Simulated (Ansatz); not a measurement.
# S on Ru(0001): change of the work function, part 3 of 4

How does S on the fcc site change the work function of Ru(0001) as the layer fills?

Ansatz 0.2.0; plane-wave DFT, PBE, Ansatz PAW.

So far, work function, upper face (eV): step 2 (the clean slab) 5.05; step 3 (37 atoms, coverage 0.111 ML, cell 3x3) 5.14.

## Step 4: The covered slab, k-mesh 6×6×1, coverage 0.25 ML

System of this step: S/Ru(0001). The cell holds 17 atoms: 16 Ru and 1 S. Cell: a = 5.400 Å, b = 5.400 Å, c = 26.444 Å, α = 90.0°, β = 90.0°, γ = 60.0°. Vacuum lies along c.

Another coverage, to see how the dipoles act on each other as their distance changes.

input.yaml

```yaml
crystal:
  lattice:
    - [5.4, 0.0, 0.0]
    - [2.7, 4.6765371804, 0.0]
    - [0.0, 0.0, 26.4437756998]
  atoms:
    - { symbol: Ru, position: [0.3333333333, 0.3333333333, 0.3403447413] }
    - { symbol: Ru, position: [0.0, 0.0, 0.4212106519] }
    - { symbol: Ru, position: [0.3333333333, 0.3333333333, 0.502809769] }
    - { symbol: Ru, position: [0.0, 0.0, 0.5816607821] }
    - { symbol: Ru, position: [0.3333333333, 0.8333333333, 0.3403447413] }
    - { symbol: Ru, position: [0.0, 0.5, 0.4212106519] }
    - { symbol: Ru, position: [0.3333333333, 0.8333333333, 0.502809769] }
    - { symbol: Ru, position: [0.0, 0.5, 0.5816607821] }
    - { symbol: Ru, position: [0.8333333333, 0.3333333333, 0.3403447413] }
    - { symbol: Ru, position: [0.5, 0.0, 0.4212106519] }
    - { symbol: Ru, position: [0.8333333333, 0.3333333333, 0.502809769] }
    - { symbol: Ru, position: [0.5, 0.0, 0.5816607821] }
    - { symbol: Ru, position: [0.8333333333, 0.8333333333, 0.3403447413] }
    - { symbol: Ru, position: [0.5, 0.5, 0.4212106519] }
    - { symbol: Ru, position: [0.8333333333, 0.8333333333, 0.502809769] }
    - { symbol: Ru, position: [0.5, 0.5, 0.5816607821] }
    - { symbol: S, position: [0.1666666667, 0.1666666667, 0.6596552587] }
kpoints:
  mp_grid: { grid: [6, 6, 1] }
hamiltonian:
  xc: pbe
scf:
  occupations: { method: fermi_dirac, width: 0.1 }
  convergence: { dr2_threshold: 1.0e-08 }
efield:
  axis: 3
  dipole_correction: true
  ramp_position: 0.97
  ramp_width: 0.06
relax:
  f_tol: 0.02
  max_steps: 60
  constraints: [{ sites: [0, 1, 4, 5, 8, 9, 12, 13] }]
output:
  dos: { projected: true, e_range: [-8, 4] }
  write_potential: true
  write_density: true
  volumetric_format: npy
  elf: true
```

Run with:

```sh
> ansatz run input.yaml --threads 4 --pin off --max-ram 16384MiB --backend cpu --events-out ev --progress --plain --runs-dir out
```

Numbers of over 12 decimals in the logs are rounded to 6 here.

The program printed:

```text
[...]
Crystal: 17 atoms, lattice volume = 667.793 Å³
Basis set: ecut = 420 eV, 12971 PW (Γ), exchange–correlation on 80×80×360 points (8 copies of the dense FFT grid, shifted against one another)
Bands: 158, of which v1, the nominal top of the filled ones, is band 131 counted from 1 (130 counted from 0)
Symmetry: 6 space group operations
[...]
k-points: 7 of 36 (time reversal used)
[...]
SCF iter   1: F=—  HF=-94955.050227 eV  |F-HF|=—  |Δ(HF+E_count)|=         —  Δρ=1.07e-2  dr2=4.48e0  ethr=1.77e-3  p=-0.048 e·Å  D=-1.29e-2 V/Å  ΔV_dip=0.34 eV  dr2_dipole=1.39e-2  V_vac-E_F(+/−)=5.05/4.71 eV  ⟨swp⟩=8.3  Hψ=4816  notcnv=0
[...]
SCF iter  10: F=-94954.929950 eV  HF=-94954.929950 eV  |F-HF|=1.49e-8  |Δ(HF+E_count)|=   2.44e-8  Δρ=4.21e-7  dr2=1.84e-9  ethr=3.82e-12  p=-0.077 e·Å  D=-2.10e-2 V/Å  ΔV_dip=0.56 eV  dr2_dipole=5.86e-11  V_vac-E_F(+/−)=5.59/5.04 eV  ⟨swp⟩=11.1  Hψ=7822  notcnv=0
SCF 1 converged in 10 iterations: F = -94954.929950 eV  dr2 = 1.84e-9
[...]
relax step   1: F+E_penalty+E_count = -94954.92995012 eV  Δ(F+E_penalty+E_count) = +0.000e0 eV  max|allowed force component| = 2.884e0 eV/Å  Δτ_max = 0.0000 Å  (10 SCF iters, accepted)
[...]
SCF iter  10: F=-94955.434420 eV  HF=-94955.434420 eV  |F-HF|=1.07e-8  |Δ(HF+E_count)|=   4.23e-8  Δρ=3.77e-7  dr2=1.12e-9  ethr=3.82e-12  p=-0.039 e·Å  D=-1.05e-2 V/Å  ΔV_dip=0.28 eV  dr2_dipole=5.78e-11  V_vac-E_F(+/−)=5.32/5.04 eV  ⟨swp⟩=10.0  Hψ=7545  notcnv=0
SCF 2 converged in 10 iterations: F = -94955.434420 eV  dr2 = 1.12e-9
relax step   2: F+E_penalty+E_count = -94955.43441967 eV  Δ(F+E_penalty+E_count) = -5.045e-1 eV  max|allowed force component| = 9.601e-1 eV/Å  Δτ_max = 0.1948 Å  (10 SCF iters, accepted)
SCF iter   1: F=—  HF=-94955.494867 eV  |F-HF|=—  |Δ(HF+E_count)|=         —  Δρ=3.77e-3  dr2=2.97e-1  ethr=5.65e-4  p=-0.039 e·Å  D=-1.05e-2 V/Å  ΔV_dip=0.28 eV  dr2_dipole=7.97e-2  V_vac-E_F(+/−)=5.33/5.05 eV  ⟨swp⟩=4.9  Hψ=2464  notcnv=0  defer=2
[...]
SCF iter   9: F=-94955.472158 eV  HF=-94955.472158 eV  |F-HF|=4.51e-8  |Δ(HF+E_count)|=   9.31e-8  Δρ=8.63e-7  dr2=7.48e-9  ethr=3.82e-12  p=-0.023 e·Å  D=-6.24e-3 V/Å  ΔV_dip=0.17 eV  dr2_dipole=5.20e-11  V_vac-E_F(+/−)=5.23/5.06 eV  ⟨swp⟩=12.9  Hψ=8498  notcnv=0
SCF 3 converged in 9 iterations: F = -94955.472158 eV  dr2 = 7.48e-9
relax step   3: F+E_penalty+E_count = -94955.47215760 eV  Δ(F+E_penalty+E_count) = -3.774e-2 eV  max|allowed force component| = 2.655e-1 eV/Å  Δτ_max = 0.1249 Å  (9 SCF iters, accepted)
[...]
relax step   4: F+E_penalty+E_count = -94955.48484349 eV  Δ(F+E_penalty+E_count) = -1.269e-2 eV  max|allowed force component| = 6.145e-2 eV/Å  Δτ_max = 0.0432 Å  (9 SCF iters, accepted)
[...]
relax step   5: F+E_penalty+E_count = -94955.48472501 eV  Δ(F+E_penalty+E_count) = +1.185e-4 eV  max|allowed force component| = 6.589e-2 eV/Å  Δτ_max = 0.0082 Å  (7 SCF iters, rejected (line search))
SCF iter   1: F=—  HF=-94955.484717 eV  |F-HF|=—  |Δ(HF+E_count)|=         —  Δρ=2.73e-4  dr2=1.39e-3  ethr=1.90e-6  p=-0.026 e·Å  D=-6.97e-3 V/Å  ΔV_dip=0.18 eV  dr2_dipole=3.17e-4  V_vac-E_F(+/−)=5.24/5.05 eV  ⟨swp⟩=2.3  Hψ=1938  notcnv=0  defer=1
[...]
SCF iter   7: F=-94955.485351 eV  HF=-94955.485351 eV  |F-HF|=1.75e-8  |Δ(HF+E_count)|=   8.95e-8  Δρ=4.09e-7  dr2=1.03e-9  ethr=3.82e-12  p=-0.026 e·Å  D=-6.98e-3 V/Å  ΔV_dip=0.18 eV  dr2_dipole=3.87e-11  V_vac-E_F(+/−)=5.24/5.05 eV  ⟨swp⟩=11.1  Hψ=8050  notcnv=0
SCF 6 converged in 7 iterations: F = -94955.485351 eV  dr2 = 1.03e-9
relax step   6: F+E_penalty+E_count = -94955.48535133 eV  Δ(F+E_penalty+E_count) = -5.078e-4 eV  max|allowed force component| = 6.916e-3 eV/Å  Δτ_max = 0.0040 Å  (7 SCF iters, accepted)
[...]
SCF converged after 7 iterations
Free energy (F): -94955.485351 eV
[...]
Internal energy: -94954.889465 eV  (E = F + TS)
E sigma→0 (E₀):  -94955.187408 eV
Entropy (-TS):   -0.595886 eV (-35.052 meV/atom)
Fermi energy:    4.553472 eV
Dipole field:    D = -0.006986 V/Å  (p = -0.025781 e·Å, saw-weighted, corrected)
Work function:   Φ+ = 5.2395 eV   Φ− = 5.0547 eV
[...]
--- Forces (eV/Å), atoms counted from 1 ---
  atom   1  Ru     0.02761135     0.01594142     0.47748926
  atom   2  Ru     0.01530150     0.00883432    -0.46524687
  atom   3  Ru    -0.00071309    -0.00041170    -0.00081531
  atom   4  Ru    -0.00535611    -0.00309235    -0.00691566
  atom   5  Ru     0.00000000    -0.03188284     0.47748926
  atom   6  Ru    -0.00000000    -0.01766865    -0.46524687
  atom   7  Ru    -0.00000000     0.00082340    -0.00081531
  atom   8  Ru    -0.00000000     0.00618470    -0.00691566
  atom   9  Ru    -0.02761135     0.01594142     0.47748926
  atom  10  Ru    -0.01530150     0.00883432    -0.46524687
  atom  11  Ru     0.00071309    -0.00041170    -0.00081531
  atom  12  Ru     0.00535611    -0.00309235    -0.00691566
  atom  13  Ru     0.00000000     0.00000000     0.39129291
  atom  14  Ru    -0.00000000    -0.00000000    -0.38731299
  atom  15  Ru    -0.00000000    -0.00000000    -0.00414229
  atom  16  Ru    -0.00000000     0.00000000    -0.00682485
  atom  17  S      0.00000000     0.00000000    -0.00654511
  max |Σ_I F_I| component: 1.91e-6 eV/Å
--- Band table (eV; the first three rows and the last of 7) ---
  k-point 0: bands = [... 127 lower, 5.0023, 5.0023, 5.3488, 5.4502, 5.4502, 5.6816, 5.6816, 5.6866, ... 23 higher]
  k-point 1: bands = [... 127 lower, 4.6910, 4.8088, 4.8797, 5.0878, 5.1075, 5.3430, 5.4407, 5.5587, ... 23 higher]
  k-point 2: bands = [... 127 lower, 4.1266, 4.1956, 4.3226, 4.4186, 4.5244, 4.8158, 4.8495, 4.9230, ... 23 higher]
  k-point 6: bands = [... 127 lower, 3.9887, 4.0460, 4.0864, 4.2139, 4.4680, 4.6802, 4.7326, 4.7675, ... 23 higher]
--- Relaxed structure (6 steps of the walk, 5 accepted, 0 SCFs on fresh bases) ---
  F+E_penalty+E_count = -94955.48535133 eV   max|allowed force component| = 6.916e-3 eV/Å
  atoms:
    - { symbol: Ru, position: [0.333333, 0.333333, 0.340345] }
[...]
- { symbol: Ru, position: [0.333311, 0.333311, 0.503017] }
    - { symbol: Ru, position: [0.00177286, 0.00177286, 0.582823] }
    - { symbol: Ru, position: [0.333333, 0.833333, 0.340345] }
    - { symbol: Ru, position: [5.551115123125783e-17, 0.5, 0.4212106519] }
    - { symbol: Ru, position: [0.333311, 0.833378, 0.503017] }
    - { symbol: Ru, position: [0.00177286, 0.496454, 0.582823] }
    - { symbol: Ru, position: [0.833333, 0.333333, 0.340345] }
    - { symbol: Ru, position: [0.5, 2.6667121670171404e-17, 0.4212106519] }
    - { symbol: Ru, position: [0.833378, 0.333311, 0.503017] }
    - { symbol: Ru, position: [0.496454, 0.00177286, 0.582823] }
    - { symbol: Ru, position: [0.833333, 0.833333, 0.340345] }
    - { symbol: Ru, position: [0.5, 0.5, 0.4212106519] }
    - { symbol: Ru, position: [0.833333, 0.833333, 0.500858] }
    - { symbol: Ru, position: [0.5, 0.5, 0.581655] }
    - { symbol: S, position: [0.166667, 0.166667, 0.649132] }
```

Wall time 2.5 min (4 threads of Arm Neoverse V1, shared host); peak memory 2.6 GiB; 9.7 min of CPU time.

The steps of the relaxation:

```csv
step,energy less that of the first step (eV),largest force component (eV/Å)
1,0.0000,2.8839
2,-0.5045,0.9601
3,-0.5422,0.2655
4,-0.5549,0.0614
5,-0.5548,0.0659
6,-0.5554,0.0069
```

Relaxation step 5 was tried and not accepted.

The run keeps the 6 symmetry operations that it works with, so distortions that break them were not tested.

The atoms that moved most (Å):

```
atom      dx      dy      dz  length
 S17   0.000   0.000  -0.278   0.278
Ru15   0.000   0.000  -0.052   0.052
 Ru4   0.014   0.008   0.031   0.035
Ru12  -0.014   0.008   0.031   0.035
 Ru8   0.000  -0.017   0.031   0.035
Ru11   0.000   0.000   0.005   0.005
 Ru3   0.000   0.000   0.005   0.005
 Ru7   0.000   0.000   0.005   0.005
```

Final coordinates:

```
Ru S
1.0
     5.40000    0.00000    0.00000
     2.70000    4.67654    0.00000
     0.00000    0.00000   26.44378
Ru S
16 1
Direct
  0.33333 0.33333 0.34034
  0.00000 0.00000 0.42121
  0.33331 0.33331 0.50302
  0.00177 0.00177 0.58282
  0.33333 0.83333 0.34034
  0.00000 0.50000 0.42121
  0.33331 0.83338 0.50302
  0.00177 0.49645 0.58282
  0.83333 0.33333 0.34034
  0.50000 0.00000 0.42121
  0.83338 0.33331 0.50302
  0.49645 0.00177 0.58282
  0.83333 0.83333 0.34034
  0.50000 0.50000 0.42121
  0.83333 0.83333 0.50086
  0.50000 0.50000 0.58166
  0.16667 0.16667 0.64913
```

This step gave:

```
energy at zero smearing        : -94955.1874 eV
work function, upper face      : 5.240 eV
work function, lower face      : 5.055 eV
dipole along the normal        : -0.02578 e·Å
step between the vacuum levels : 0.1848 eV
```

The density of states has structure finer than the step of the table below, so its rows give means over 0.25 eV, whole bins alone (the curve runs from -8 to 1.98 eV). Peaks (eV: height): -3.340: 55.5, -2.920: 39.0, -2.110: 51.5, -1.920: 39.5, -1.740: 52.0, -1.470: 39.0, 0.810: 52.5.

Density of states against energy, zero at the Fermi level; means over each step:

```
energy (eV)  density of states (states/eV a cell)
      -7.75                                     0
      -7.50                                 0.173
      -7.25                                 0.883
      -7.00                                 0.922
      -6.75                                  1.05
      -6.50                                  1.16
      -6.25                                  1.92
      -6.00                                  10.2
      -5.75                                  18.9
      -5.50                                  22.9
      -5.25                                  23.8
      -5.00                                  19.2
      -4.75                                  22.9
      -4.50                                  21.8
      -4.25                                  16.5
      -4.00                                  20.6
      -3.75                                  19.7
      -3.50                                  17.0
      -3.25                                  20.5
      -3.00                                  19.0
      -2.75                                  29.2
      -2.50                                  24.4
      -2.25                                  24.7
      -2.00                                  34.5
      -1.75                                  28.5
      -1.50                                  27.0
      -1.25                                  18.2
      -1.00                                  20.8
      -0.75                                  14.3
      -0.50                                  19.2
      -0.25                                  19.9
       0.00                                  16.9
       0.25                                  19.0
       0.50                                  16.4
       0.75                                  25.2
       1.00                                  26.5
       1.25                                  26.8
       1.50                                  24.4
       1.75                                  17.4
```

Projected DOS per atom over height of the atomic layer and energy from the Fermi level. Layers: Ru4 Ru4 Ru4 Ru4 S from below.

Values in states/eV, 22 rows by 5 columns, each cell a mean:
```
0.82 0.86 0.88 1.07 0.68
1.31 1.85 1.89 1.29 0.59
1.79 1.48 1.51 1.49 0.28
1.27 1.10 0.89 0.99 0.28
1.45 0.84 0.86 1.30 0.28
1.57 0.79 0.79 1.34 0.34
1.27 0.87 0.87 1.14 0.64
1.78 1.20 1.15 1.48 0.51
2.42 1.43 1.43 1.87 0.53
1.66 1.49 1.44 1.61 0.47
1.68 1.56 1.81 1.63 0.59
0.89 1.03 1.09 1.05 1.15
1.08 1.14 1.16 0.85 0.81
1.21 1.32 1.19 1.04 0.61
1.28 1.47 1.18 1.56 1.71
0.89 1.46 1.36 1.14 1.09
0.56 1.80 1.92 1.04 0.84
0.21 0.98 1.14 0.53 0.38
0.03 0.13 0.14 0.04 0.03
0.02 0.10 0.10 0.02 0.01
0.02 0.07 0.07 0.01 0.01
0.00 0.00 0.00 0.00 0.00
```
Columns: height of the atomic layer (Å) from 9 to 17.2 (not evenly spaced); rows upwards: energy from the Fermi level (eV) from -7.96 to 1.95.

ELF in the ca plane at fractional y = 0.000, with atoms of Ru within 0.2 Å of it. It is the smooth field of the valence electrons, not physical close to the nuclei.

Values, 8 rows by 16 columns, each cell a mean:
```
0.29 0.27 0.46 0.50 0.27 0.27 0.37 0.57 0.22 0.13 0.03 0.00 0.00 0.00 0.00 0.00
0.33 0.30 0.28 0.29 0.29 0.33 0.27 0.30 0.21 0.05 0.00 0.00 0.00 0.00 0.00 0.00
0.30 0.28 0.31 0.33 0.28 0.30 0.27 0.36 0.19 0.06 0.01 0.00 0.00 0.00 0.00 0.00
0.32 0.28 0.49 0.51 0.28 0.29 0.41 0.55 0.26 0.22 0.07 0.01 0.00 0.00 0.00 0.00
0.29 0.27 0.46 0.50 0.28 0.27 0.41 0.56 0.45 0.67 0.33 0.04 0.00 0.00 0.00 0.00
0.33 0.30 0.28 0.29 0.27 0.35 0.27 0.29 0.63 0.84 0.55 0.07 0.00 0.00 0.00 0.00
0.30 0.28 0.31 0.33 0.27 0.30 0.30 0.36 0.59 0.82 0.51 0.06 0.00 0.00 0.00 0.00
0.32 0.28 0.49 0.51 0.28 0.29 0.43 0.53 0.39 0.55 0.24 0.02 0.00 0.00 0.00 0.00
```
Columns run along c (16.0 Å, from fractional 0.31 to 0.92 of the cell), rows up along a (5.4 Å). Atoms in or near the plane, at fractional coordinates: Ru at (0.42, 0.00), Ru at (0.58, 0.00), Ru at (0.42, 0.50), Ru at (0.58, 0.50).

Electrostatic potential energy in the ca plane at fractional y = 0.000, with atoms of Ru within 0.2 Å of it. With pseudopotentials it is smooth inside the atoms' cores, unlike the true potential.

Ten even steps from '0' (-85 eV) to '9' (10 eV), each cell a mean:
```
99999850015899999830027999999999999999999999
98889975458998889874468999999999999999999999
87678998889987689998899999999999999999999999
87678999999986679999999999999999999999999999
98789987678987789987789999999999999999999999
99999862137999999851148999999999999999999999
99999840005899999720016999999999999999999999
99999850016899999830027999999999999999999999
98889975458998889874468999999999999999999999
87678998889987678998889878999999999999999999
87678999999986678999899877899999999999999999
98789987678988789986688888999999999999999999
99999962137999999851147999999999999999999999
99999840005899999720016999999999999999999999
```
Columns run along c (16.0 Å, from fractional 0.31 to 0.92 of the cell; values clipped at the 3rd and 97th percentile), rows up along a (5.4 Å). Atoms in or near the plane, at fractional coordinates: Ru at (0.42, 0.00), Ru at (0.58, 0.00), Ru at (0.42, 0.50), Ru at (0.58, 0.50).

Valence density in the ca plane at fractional y = 0.000, with atoms of Ru within 0.2 Å of it. It is the smooth field of the valence electrons, not physical close to the nuclei.

Ten steps, logarithmic in the rise over the least value, from '0' (0.00 × 1e0 e/Å³) to '9' (9.79 × 1e0 e/Å³), each cell a mean:
```
22333479996333333479985210000000000000000000
23443347764334433357763100000000000000000000
35654334433345543334432100000000000000000000
35654333333346653333332100000000000000000000
34543345653334543345542100000000000000000000
23333368985333333468874210000000000000000000
22333479997333333589985211000000000000000000
23333469996333333479985322100000000000000000
23443357764334433357764333210000000000000000
35554334433345553334433444321000000000000000
35654333333345653333333444321000000000000000
34543345653334543346644444310000000000000000
23333368985333333478975332210000000000000000
22333479997433333589986321100000000000000000
```
Columns run along c (16.0 Å, from fractional 0.31 to 0.92 of the cell), rows up along a (5.4 Å). Atoms in or near the plane, at fractional coordinates: Ru at (0.42, 0.00), Ru at (0.58, 0.00), Ru at (0.42, 0.50), Ru at (0.58, 0.50).

The relaxation took 6 steps and lowered the energy by 0.56 eV; the largest force on the free atoms ends at 0.0069 eV/Å.

By hand: a sheet of dipoles makes a step −p/(ε₀A) in the electron's potential. With e/ε₀ = 180.95 V·Å, p = -0.02578 e·Å and A = 25.25 Å², that is −180.95 × (-0.02578) / 25.25 = +0.185 eV, and the two vacuum levels of the run differ by +0.185 eV.

The covered face has 5.24 eV, +0.19 eV against the clean one; the bare back face has moved by -0.02 eV, a measure of how thin the slab is.

[end of part 3 of 4]

[Logs are printed without paths, hosts, clocks, repeated set-up lines and the standing remarks that a program may print on its own settings, such as how far it seeks lower states.]

[Hosts, paths, dates, database ids (printed as entryN), source tags and the programs' standing remarks are cut or masked in the printed files.]

[Maps of the electrostatic potential energy from Ansatz leave out the sawtooth potential of an applied field or a dipole correction, so their vacuum need not be flat; planar profiles and work functions include it.]

[The density of states shown here was stored with 400 of the rows of the run's finer table, so its peaks can read low, often by over a quarter, or be missed, and its means over a window can be off by a tenth or more.]
